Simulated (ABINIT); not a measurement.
# CsPbCl3 (Pm-3m): G0W0 in ABINIT against the plane-wave cutoff, part 2 of 2

Aim: move the plane-wave cutoff of a G0W0 run on CsPbCl3 (Pm-3m) over a wide range.

ABINIT 10.8.3; PBE and many-body steps on it, plane waves. Known limits of the many-body steps: not at the basis limit; exchange with frozen shells missing; no spin-orbit coupling; coarse k mesh.

So far. Step 5 (Empty states on the mesh, 2×2×2 mesh, 168 bands): On this mesh the gap is 1.934 eV. Step 6 (Screening, 2×2×2 mesh, 154 bands, screening to 130.6 eV): Local fields lower ε∞ by 13 %. On a Γ-centred mesh this coarse the value itself is usually too large, while a short band sum pulls it down.

### Step 8. Screening, 2×2×2 mesh, 154 bands, screening to 130.6 eV

This step: RPA screening on PBE, plane waves, norm-conserving pseudopotentials.

The input, run.abi:

```
acell 3*1.0 Angstrom
rprim 
  5.605000000000 0.000000000000 0.000000000000
  0.000000000000 5.605000000000 0.000000000000
  0.000000000000 0.000000000000 5.605000000000
ntypat 3
znucl 55 82 17
natom 5
typat 1 2 3 3 3
xred 
  0.000000000000 0.000000000000 0.000000000000
  0.500000000000 0.500000000000 0.500000000000
  0.500000000000 0.500000000000 0.000000000000
  0.000000000000 0.500000000000 0.500000000000
  0.500000000000 0.000000000000 0.500000000000
pp_dirpath "pseudos"
pseudos "Cs.upf, Pb.upf, Cl.upf"
ecut 20
ngkpt 2 2 2
nshiftk 1
shiftk 0 0 0
kptopt 1
chksymbreak 0
istwfk *1
occopt 1
irdwfk 1
optdriver 3
nband 154
ecuteps 4.8
inclvkb 2
awtr 1
symchi 1
indata_prefix "in"
outdata_prefix "out"
tmpdata_prefix "tmp"
```

Started as:

```console
$ OMP_NUM_THREADS=1 mpirun -n 8 abinit run.abi > log
```

Numbers of over 12 decimals in the logs are rounded to 6 here.

Output:

```text
.Version 10.8.3 of ABINIT. v10.8.2 released Aug 2026.

 Symmetries : space group Pm -3 m (#221); Bravais cP (primitive cubic)
[... echo of the input left out ...]
== DATASET  1 ==================================================================
-   mpi_nproc: 8, omp_nthreads: 1 (-1 if OMP is not activated)

--- !DatasetInfo
iteration_state: {dtset: 1, }
dimensions: {natom: 5, nkpt: 4, mband: 154, nsppol: 1, nspinor: 1, nspden: 1, mpw: 5112, }
cutoff_energies: {ecut:  20.0, pawecutdg:  -1.0, }
electrons: {nelect:   4.40000000E+01, charge:   0.00000000E+00, occopt:   1.00000000E+00, tsmear:   1.00000000E-02, }

 SCREENING: Calculation of the susceptibility and dielectric matrices

 Based on a program developped by R.W. Godby, V. Olevano, G. Onida, and L. Reining.
 Incorporated in ABINIT by V. Olevano, G.-M. Rignanese, and M. Torrent.
.Using double precision arithmetic ; gwpc =  8

[... cell and pseudopotentials left out ...]
--------------------------------------------------------------------------------

 ==== K-mesh for the wavefunctions ====
 Number of points in the irreducible wedge :     4
[... list of points left out ...]
 Together with 48 symmetry operations and time-reversal symmetry
 yields     8 points in the full Brillouin Zone.

 ==== Q-mesh for the screening function ====
 Number of points in the irreducible wedge :     4
[... list of points left out ...]
 Together with 48 symmetry operations and time-reversal symmetry
 yields     8 points in the full Brillouin Zone.

 setmesh: FFT mesh size selected  =    32x   32x   32
          total number of points  =        32768

 vcoul_init : cutoff-mode = AUXILIARY_FUNCTION
 q-points for optical limit:   1
     1)      0.000010    0.000020    0.000030

- screening: taking advantage of time-reversal symmetry
- Maximum band index for partially occupied states nbvw = 22
- Remaining bands to be divided among processors   nbcw = 132
- Number of bands treated by each node ~16

 Number of electrons calculated from density =   44.0000; Expected =   44.0000
 average of density, n =  0.037028
 r_s =    1.8612
 omega_plasma =   18.5618 [eV]

 calculating chi0 at frequencies [eV] :
  1    0.000000E+00    0.000000E+00
  2    0.000000E+00    1.856181E+01

--------------------------------------------------------------------------------
  q-point number  1        q = ( 0.000000, 0.000000, 0.000000) [r.l.u.]
--------------------------------------------------------------------------------
[... chi0 elements left out ...]
 For q-point:  0.000010 0.000020 0.000030
  dielectric constant =   7.1719
  dielectric constant without local fields =   8.2808

  Average fulfillment of the sum rule on Im[epsilon] for q-point    1 :     68.42  [%]
[... wings left out ...]
  q-point number  2        q = ( 0.500000, 0.000000, 0.000000) [r.l.u.]
--------------------------------------------------------------------------------
[... chi0 elements left out ...]
  Average fulfillment of the sum rule on Im[epsilon] for q-point    2 :     77.04  [%]

 [... 2 further q-points ...]
```

Elapsed: 9.9 s, on 8 MPI ranks of AMD EPYC 9R45, shared host; peak memory 1.8 GiB.

Numbers from this step:

- ε∞ with local fields, on this mesh, along the program's q direction: 7.172
- the same without local fields: 8.281
- plasma frequency: 18.56 eV
- plane waves in the screening matrix: 619

### Step 9. 20 Ha

The self-energy is evaluated for the states that the input lists, and the levels follow from it, in one-shot runs by the linearised quasiparticle equation.

This step: G0W0 on PBE, plane waves, norm-conserving pseudopotentials.

Changes to run.abi since step 8:

```diff
@@ -26,8 +26,17 @@
 irdwfk 1
-optdriver 3
+optdriver 4
 nband 154
+gwcalctyp 0
+ecutsigx 20
+symsigma 1
+nkptgw 2
+kptgw 
+  0.5000000000 0.5000000000 0.5000000000
+  0.0000000000 0.0000000000 0.0000000000
+bdgw 
+  19 25
+  20 25
 ecuteps 4.8
-inclvkb 2
-awtr 1
-symchi 1
+irdscr 1
+ppmodel 1
 indata_prefix "in"
```

Output:

```text
.Version 10.8.3 of ABINIT. v10.8.2 released Aug 2026.

 Symmetries : space group Pm -3 m (#221); Bravais cP (primitive cubic)
[... echo of the input left out ...]
== DATASET  1 ==================================================================
-   mpi_nproc: 8, omp_nthreads: 1 (-1 if OMP is not activated)

--- !DatasetInfo
iteration_state: {dtset: 1, }
dimensions: {natom: 5, nkpt: 4, mband: 154, nsppol: 1, nspinor: 1, nspden: 1, mpw: 5112, }
cutoff_energies: {ecut:  20.0, pawecutdg:  -1.0, }
electrons: {nelect:   4.40000000E+01, charge:   0.00000000E+00, occopt:   1.00000000E+00, tsmear:   1.00000000E-02, }

 SIGMA: Calculation of the GW corrections

 Based on a program developped by R.W. Godby, V. Olevano, G. Onida, and L. Reining.
 Incorporated in ABINIT by V. Olevano, G.-M. Rignanese, and M. Torrent.
.Using double precision arithmetic ; gwpc =  8

[... cell and pseudopotentials left out ...]
--------------------------------------------------------------------------------

 ==== K-mesh for the wavefunctions ====
 Number of points in the irreducible wedge :     4
[... list of points left out ...]
 Together with 48 symmetry operations and time-reversal symmetry
 yields     8 points in the full Brillouin Zone.

 ==== Q-mesh for screening function ====
 Number of points in the irreducible wedge :     4
[... list of points left out ...]
 Together with 48 symmetry operations and time-reversal symmetry
 yields     8 points in the full Brillouin Zone.

 vcoul_init : cutoff-mode = AUXILIARY_FUNCTION
 q-points for optical limit:   1
     1)      0.000010    0.000020    0.000030
 setmesh: FFT mesh size selected  =    45x   45x   45
          total number of points  =        91125

 Number of electrons calculated from density =   44.0000; Expected =   44.0000
[...]
number of omega for Sigma on real axis              0
 max omega for Sigma on real axis  [eV]           0.00
 zcut for avoiding poles [eV]                     0.10

 EPSILON^-1 parameters (SCR file):
 dimension of the eps^-1 matrix on file            619
 dimension of the eps^-1 matrix used               619
 number of plane-waves for wavefunctions          5041
 number of bands                                   154
 number of q-points in IBZ                           4
 number of frequencies                               2
 number of real frequencies                          1
 number of imag frequencies                          1

 matrix elements of self-energy operator (all in [eV])

 Perturbative Calculation

--- !SelfEnergy_ee
iteration_state: {dtset: 1, }
kpoint     : [   0.500,    0.500,    0.500, ]
spin       : 1
KS_gap     :    1.933
QP_gap     :    3.080
Delta_QP_KS:    1.147
data: !SigmaeeData |
     Band     E0 <VxcDFT>   SigX SigC(E0)      Z dSigC/dE  Sig(E)    E-E0       E
       19  -0.176 -14.254 -18.502   3.099   0.771  -0.297 -15.140  -0.887  -1.062
       20  -0.176 -14.254 -18.502   3.099   0.771  -0.297 -15.140  -0.887  -1.062
       21  -0.176 -14.254 -18.502   3.099   0.771  -0.297 -15.140  -0.887  -1.062
[...]
--- !SelfEnergy_ee
iteration_state: {dtset: 1, }
kpoint     : [   0.000,    0.000,    0.000, ]
spin       : 1
KS_gap     :    5.873
QP_gap     :    7.104
Delta_QP_KS:    1.231
data: !SigmaeeData |
     Band     E0 <VxcDFT>   SigX SigC(E0)      Z dSigC/dE  Sig(E)    E-E0       E
[...]
24   6.320  -6.632  -2.877  -3.120   0.842  -0.188  -6.097   0.535   6.855
       25   6.320  -6.632  -2.877  -3.120   0.842  -0.188  -6.097   0.535   6.855

== END DATASET(S) ==============================================================
================================================================================

 -outvars: echo values of variables after computation  --------
           etotal      0.0000000000E+00
            nband         154
             nkpt           4
          spgroup         221
 [... the other variables as echoed above ...]

 Calculation completed.
```

Run time: 15 s. Hardware: 8 MPI ranks; peak memory 2.1 GiB; 2 min of CPU time.

Numbers from this step:

* G0W0 gap on the points computed: 3.08 eV
* starting gap on the mesh: 1.933 eV
* k of the valence top: 0.5, 0.5, 0.5
* k of the conduction bottom: 0.5, 0.5, 0.5
* Z at the valence top: 0.791
* Z at the conduction bottom: 0.82
* least direct G0W0 gap on the computed points: 3.08 eV

The gap on the mesh goes from 1.93 eV to 3.08 eV, a correction of +1.15 eV.

### Step 10. Screening, 2×2×2 mesh, 154 bands, screening to 130.6 eV

This step: RPA screening on PBE, plane waves, norm-conserving pseudopotentials.

Changes to run.abi since step 9:

```diff
@@ -17,3 +17,3 @@
 pseudos "Cs.upf, Pb.upf, Cl.upf"
-ecut 20
+ecut 25
 ngkpt 2 2 2
@@ -26,17 +26,8 @@
 irdwfk 1
-optdriver 4
+optdriver 3
 nband 154
-gwcalctyp 0
-ecutsigx 20
-symsigma 1
-nkptgw 2
-kptgw 
-  0.5000000000 0.5000000000 0.5000000000
-  0.0000000000 0.0000000000 0.0000000000
-bdgw 
-  19 25
-  20 25
 ecuteps 4.8
-irdscr 1
-ppmodel 1
+inclvkb 2
+awtr 1
+symchi 1
 indata_prefix "in"
```

Output:

```text
.Version 10.8.3 of ABINIT. v10.8.2 released Aug 2026.

 Symmetries : space group Pm -3 m (#221); Bravais cP (primitive cubic)
[... echo of the input left out ...]
== DATASET  1 ==================================================================
-   mpi_nproc: 8, omp_nthreads: 1 (-1 if OMP is not activated)

--- !DatasetInfo
iteration_state: {dtset: 1, }
dimensions: {natom: 5, nkpt: 4, mband: 154, nsppol: 1, nspinor: 1, nspden: 1, mpw: 7123, }
cutoff_energies: {ecut:  25.0, pawecutdg:  -1.0, }
[...]
--------------------------------------------------------------------------------
[... chi0 elements left out ...]
 For q-point:  0.000010 0.000020 0.000030
  dielectric constant =   7.1682
  dielectric constant without local fields =   8.2765

  Average fulfillment of the sum rule on Im[epsilon] for q-point    1 :     68.25  [%]
[... wings left out ...]
  q-point number  2        q = ( 0.500000, 0.000000, 0.000000) [r.l.u.]
--------------------------------------------------------------------------------
[... chi0 elements left out ...]
  Average fulfillment of the sum rule on Im[epsilon] for q-point    2 :     76.88  [%]

 [... 2 further q-points ...]
```

Run time: 9.6 s. Hardware: 8 MPI ranks; peak memory 2.2 GiB.

Numbers from this step:

```yaml
eps_infinity_with_local_fields_on_this_mesh_along_the_program_s_q_direction: 7.168
the_same_without_local_fields: 8.277
plasma_frequency: 18.56 eV
plane_waves_in_the_screening_matrix: 619
```

### Step 11. 25 Ha

This step: G0W0 on PBE, plane waves, norm-conserving pseudopotentials.

Changes to run.abi since step 10:

```diff
@@ -26,8 +26,17 @@
 irdwfk 1
-optdriver 3
+optdriver 4
 nband 154
+gwcalctyp 0
+ecutsigx 25
+symsigma 1
+nkptgw 2
+kptgw 
+  0.5000000000 0.5000000000 0.5000000000
+  0.0000000000 0.0000000000 0.0000000000
+bdgw 
+  19 25
+  20 25
 ecuteps 4.8
-inclvkb 2
-awtr 1
-symchi 1
+irdscr 1
+ppmodel 1
 indata_prefix "in"
```

Output:

```text
.Version 10.8.3 of ABINIT. v10.8.2 released Aug 2026.

 Symmetries : space group Pm -3 m (#221); Bravais cP (primitive cubic)
[... echo of the input left out ...]
== DATASET  1 ==================================================================
-   mpi_nproc: 8, omp_nthreads: 1 (-1 if OMP is not activated)

--- !DatasetInfo
iteration_state: {dtset: 1, }
dimensions: {natom: 5, nkpt: 4, mband: 154, nsppol: 1, nspinor: 1, nspden: 1, mpw: 7123, }
cutoff_energies: {ecut:  25.0, pawecutdg:  -1.0, }
[...]
Band     E0 <VxcDFT>   SigX SigC(E0)      Z dSigC/dE  Sig(E)    E-E0       E
[...]
24   6.319  -6.633  -2.877  -3.119   0.842  -0.188  -6.097   0.536   6.855
       25   6.319  -6.633  -2.877  -3.119   0.842  -0.188  -6.097   0.536   6.855

== END DATASET(S) ==============================================================
================================================================================

 -outvars: echo values of variables after computation  --------
           etotal      0.0000000000E+00
            nband         154
             nkpt           4
          spgroup         221
 [... the other variables as echoed above ...]

 Calculation completed.
```

Run time: 14 s. Hardware: 8 MPI ranks; peak memory 2.4 GiB.

Numbers from this step:

| Quantity | Value |
| --- | --- |
| G0W0 gap on the points computed | 3.08 eV |
| starting gap on the mesh | 1.933 eV |
| k of the valence top | 0.5, 0.5, 0.5 |
| k of the conduction bottom | 0.5, 0.5, 0.5 |
| least direct G0W0 gap on the computed points | 3.08 eV |

Against the run before, the gap moves by +0.000 eV.

### Step 12. Screening, 2×2×2 mesh, 154 bands, screening to 130.6 eV

This step: RPA screening on PBE, plane waves, norm-conserving pseudopotentials.

Changes to run.abi since step 11:

```diff
@@ -17,3 +17,3 @@
 pseudos "Cs.upf, Pb.upf, Cl.upf"
-ecut 25
+ecut 31
 ngkpt 2 2 2
@@ -26,17 +26,8 @@
 irdwfk 1
-optdriver 4
+optdriver 3
 nband 154
-gwcalctyp 0
-ecutsigx 25
-symsigma 1
-nkptgw 2
-kptgw 
-  0.5000000000 0.5000000000 0.5000000000
-  0.0000000000 0.0000000000 0.0000000000
-bdgw 
-  19 25
-  20 25
 ecuteps 4.8
-irdscr 1
-ppmodel 1
+inclvkb 2
+awtr 1
+symchi 1
 indata_prefix "in"
```

Output:

```text
.Version 10.8.3 of ABINIT. v10.8.2 released Aug 2026.

 Symmetries : space group Pm -3 m (#221); Bravais cP (primitive cubic)
[... echo of the input left out ...]
== DATASET  1 ==================================================================
-   mpi_nproc: 8, omp_nthreads: 1 (-1 if OMP is not activated)

--- !DatasetInfo
iteration_state: {dtset: 1, }
dimensions: {natom: 5, nkpt: 4, mband: 154, nsppol: 1, nspinor: 1, nspden: 1, mpw: 9808, }
cutoff_energies: {ecut:  31.0, pawecutdg:  -1.0, }
[...]
--------------------------------------------------------------------------------
[... chi0 elements left out ...]
 For q-point:  0.000010 0.000020 0.000030
  dielectric constant =   7.1663
  dielectric constant without local fields =   8.2741

  Average fulfillment of the sum rule on Im[epsilon] for q-point    1 :     68.26  [%]
[... wings left out ...]
  q-point number  2        q = ( 0.500000, 0.000000, 0.000000) [r.l.u.]
--------------------------------------------------------------------------------
[... chi0 elements left out ...]
  Average fulfillment of the sum rule on Im[epsilon] for q-point    2 :     76.92  [%]

 [... 2 further q-points ...]
```

It took 17 s on 8 MPI ranks; peak memory 2.8 GiB.

This step gave:

```yaml
eps_infinity_with_local_fields_on_this_mesh_along_the_program_s_q_direction: 7.166
the_same_without_local_fields: 8.274
plasma_frequency: 18.56 eV
plane_waves_in_the_screening_matrix: 619
```

### Step 13. 31 Ha

This step: G0W0 on PBE, plane waves, norm-conserving pseudopotentials.

Changes to run.abi since step 12:

```diff
@@ -26,8 +26,17 @@
 irdwfk 1
-optdriver 3
+optdriver 4
 nband 154
+gwcalctyp 0
+ecutsigx 31
+symsigma 1
+nkptgw 2
+kptgw 
+  0.5000000000 0.5000000000 0.5000000000
+  0.0000000000 0.0000000000 0.0000000000
+bdgw 
+  19 25
+  20 25
 ecuteps 4.8
-inclvkb 2
-awtr 1
-symchi 1
+irdscr 1
+ppmodel 1
 indata_prefix "in"
```

Output:

```text
.Version 10.8.3 of ABINIT. v10.8.2 released Aug 2026.

 Symmetries : space group Pm -3 m (#221); Bravais cP (primitive cubic)
[... echo of the input left out ...]
== DATASET  1 ==================================================================
-   mpi_nproc: 8, omp_nthreads: 1 (-1 if OMP is not activated)

--- !DatasetInfo
iteration_state: {dtset: 1, }
dimensions: {natom: 5, nkpt: 4, mband: 154, nsppol: 1, nspinor: 1, nspden: 1, mpw: 9808, }
cutoff_energies: {ecut:  31.0, pawecutdg:  -1.0, }
[...]
Band     E0 <VxcDFT>   SigX SigC(E0)      Z dSigC/dE  Sig(E)    E-E0       E
[...]
24   6.319  -6.633  -2.877  -3.120   0.842  -0.188  -6.098   0.535   6.854
       25   6.319  -6.633  -2.877  -3.120   0.842  -0.188  -6.098   0.535   6.854

== END DATASET(S) ==============================================================
================================================================================

 -outvars: echo values of variables after computation  --------
           etotal      0.0000000000E+00
            nband         154
             nkpt           4
          spgroup         221
 [... the other variables as echoed above ...]

 Calculation completed.
```

Run time: 16 s. Hardware: 8 MPI ranks; peak memory 2.8 GiB.

This step gave:

```yaml
g0w0_gap_on_the_points_computed: 3.083 eV
starting_gap_on_the_mesh: 1.934 eV
k_of_the_valence_top: 0.5, 0.5, 0.5
k_of_the_conduction_bottom: 0.5, 0.5, 0.5
least_direct_g0w0_gap_on_the_computed_points: 3.083 eV
```

Against the run before, the gap moves by +0.003 eV.

### Step 14. The runs together

Times are wall times on 8 MPI ranks of AMD EPYC 9R45, shared host, good to a factor of about two. A run's time includes the screening step that it read.

| run | mesh | bands | screening cutoff (eV) | DFT gap (eV) | gap on the mesh (eV) | direct (eV) | ε∞ used | time |
| --- | --- | --- | --- | --- | --- | --- | --- | --- |
| 15 Ha | 2×2×2 | 154 | 130.6 | 1.959 | 3.122 | 3.122 | 7.09 | 23 s |
| 20 Ha | 2×2×2 | 154 | 130.6 | 1.933 | 3.080 | 3.080 | 7.17 | 25 s |
| 25 Ha | 2×2×2 | 154 | 130.6 | 1.933 | 3.080 | 3.080 | 7.17 | 23 s |
| 31 Ha | 2×2×2 | 154 | 130.6 | 1.934 | 3.083 | 3.083 | 7.17 | 34 s |

### Step 15. Summary of results

```json
{"15 Ha": "3.122 eV", "20 Ha": "3.080 eV", "25 Ha": "3.080 eV", "31 Ha": "3.083 eV", "known limits": "not at the basis limit; exchange with frozen shells missing; no spin-orbit coupling; coarse k mesh"}
```

What this shows: The setting moved: plane-wave cutoff. From 15 Ha to 31 Ha the gap moves by −0.04 eV. It holds to 0.03 eV from 20 Ha on. Bands and screening cutoff are coupled, so a series along one setting does not show full convergence. Bands and cutoff are finite, so the gap is not at the basis limit. The miss can reach some tenths of an eV and take either sign; the mesh is an error of its own. In the G0W0 runs levels were corrected at 2 k points alone, so a gap called «on the mesh» is the least over those, and an edge elsewhere would be missed. The 2×2×2 mesh is coarse for this cell, which bears on the long-range parts of exchange and screening. Where an edge is built on 6p states of lead, bismuth or thallium, scalar-relativistic gaps usually stand too wide, by a few tenths to over one eV. This is the ideal cubic cell; many perovskites, halides above all, are cubic only on average, and local tilts or off-centring can widen the gap. The norm-conserving file of at least one element keeps a d shell over frozen s and p shells of the same row. Exchange with those shells is missing from the self-energy, an error of 0.3 to 0.9 eV in cases checked, whose sign depends on which edge lies on those atoms. The many-body steps are scalar-relativistic: spin-orbit coupling is not in them.

[Paths, hosts, dates, memory and timing lines, banners, echoed tables and standing remarks are left out of the program output.]

[Logs are printed without paths, hosts, clocks, repeated set-up lines and the standing remarks that a program may print on its own settings, such as how far it seeks lower states.]

[Runs of the session that timed out or met a known fault of the program may be left out.]

[Hosts, paths, dates, database ids (printed as entryN), source tags and the programs' standing remarks are cut or masked in the printed files.]

[G0W0 gaps are taken among the corrected bands and points alone; a level outside them can change the order at an edge.]

[Where Ansatz stands beside ABINIT at settings called matched, ABINIT's density can come from a denser mesh and the files from another edition; pairs whose starting gaps differed by over 0.03 eV were left out, so agreement reads better than it is.]
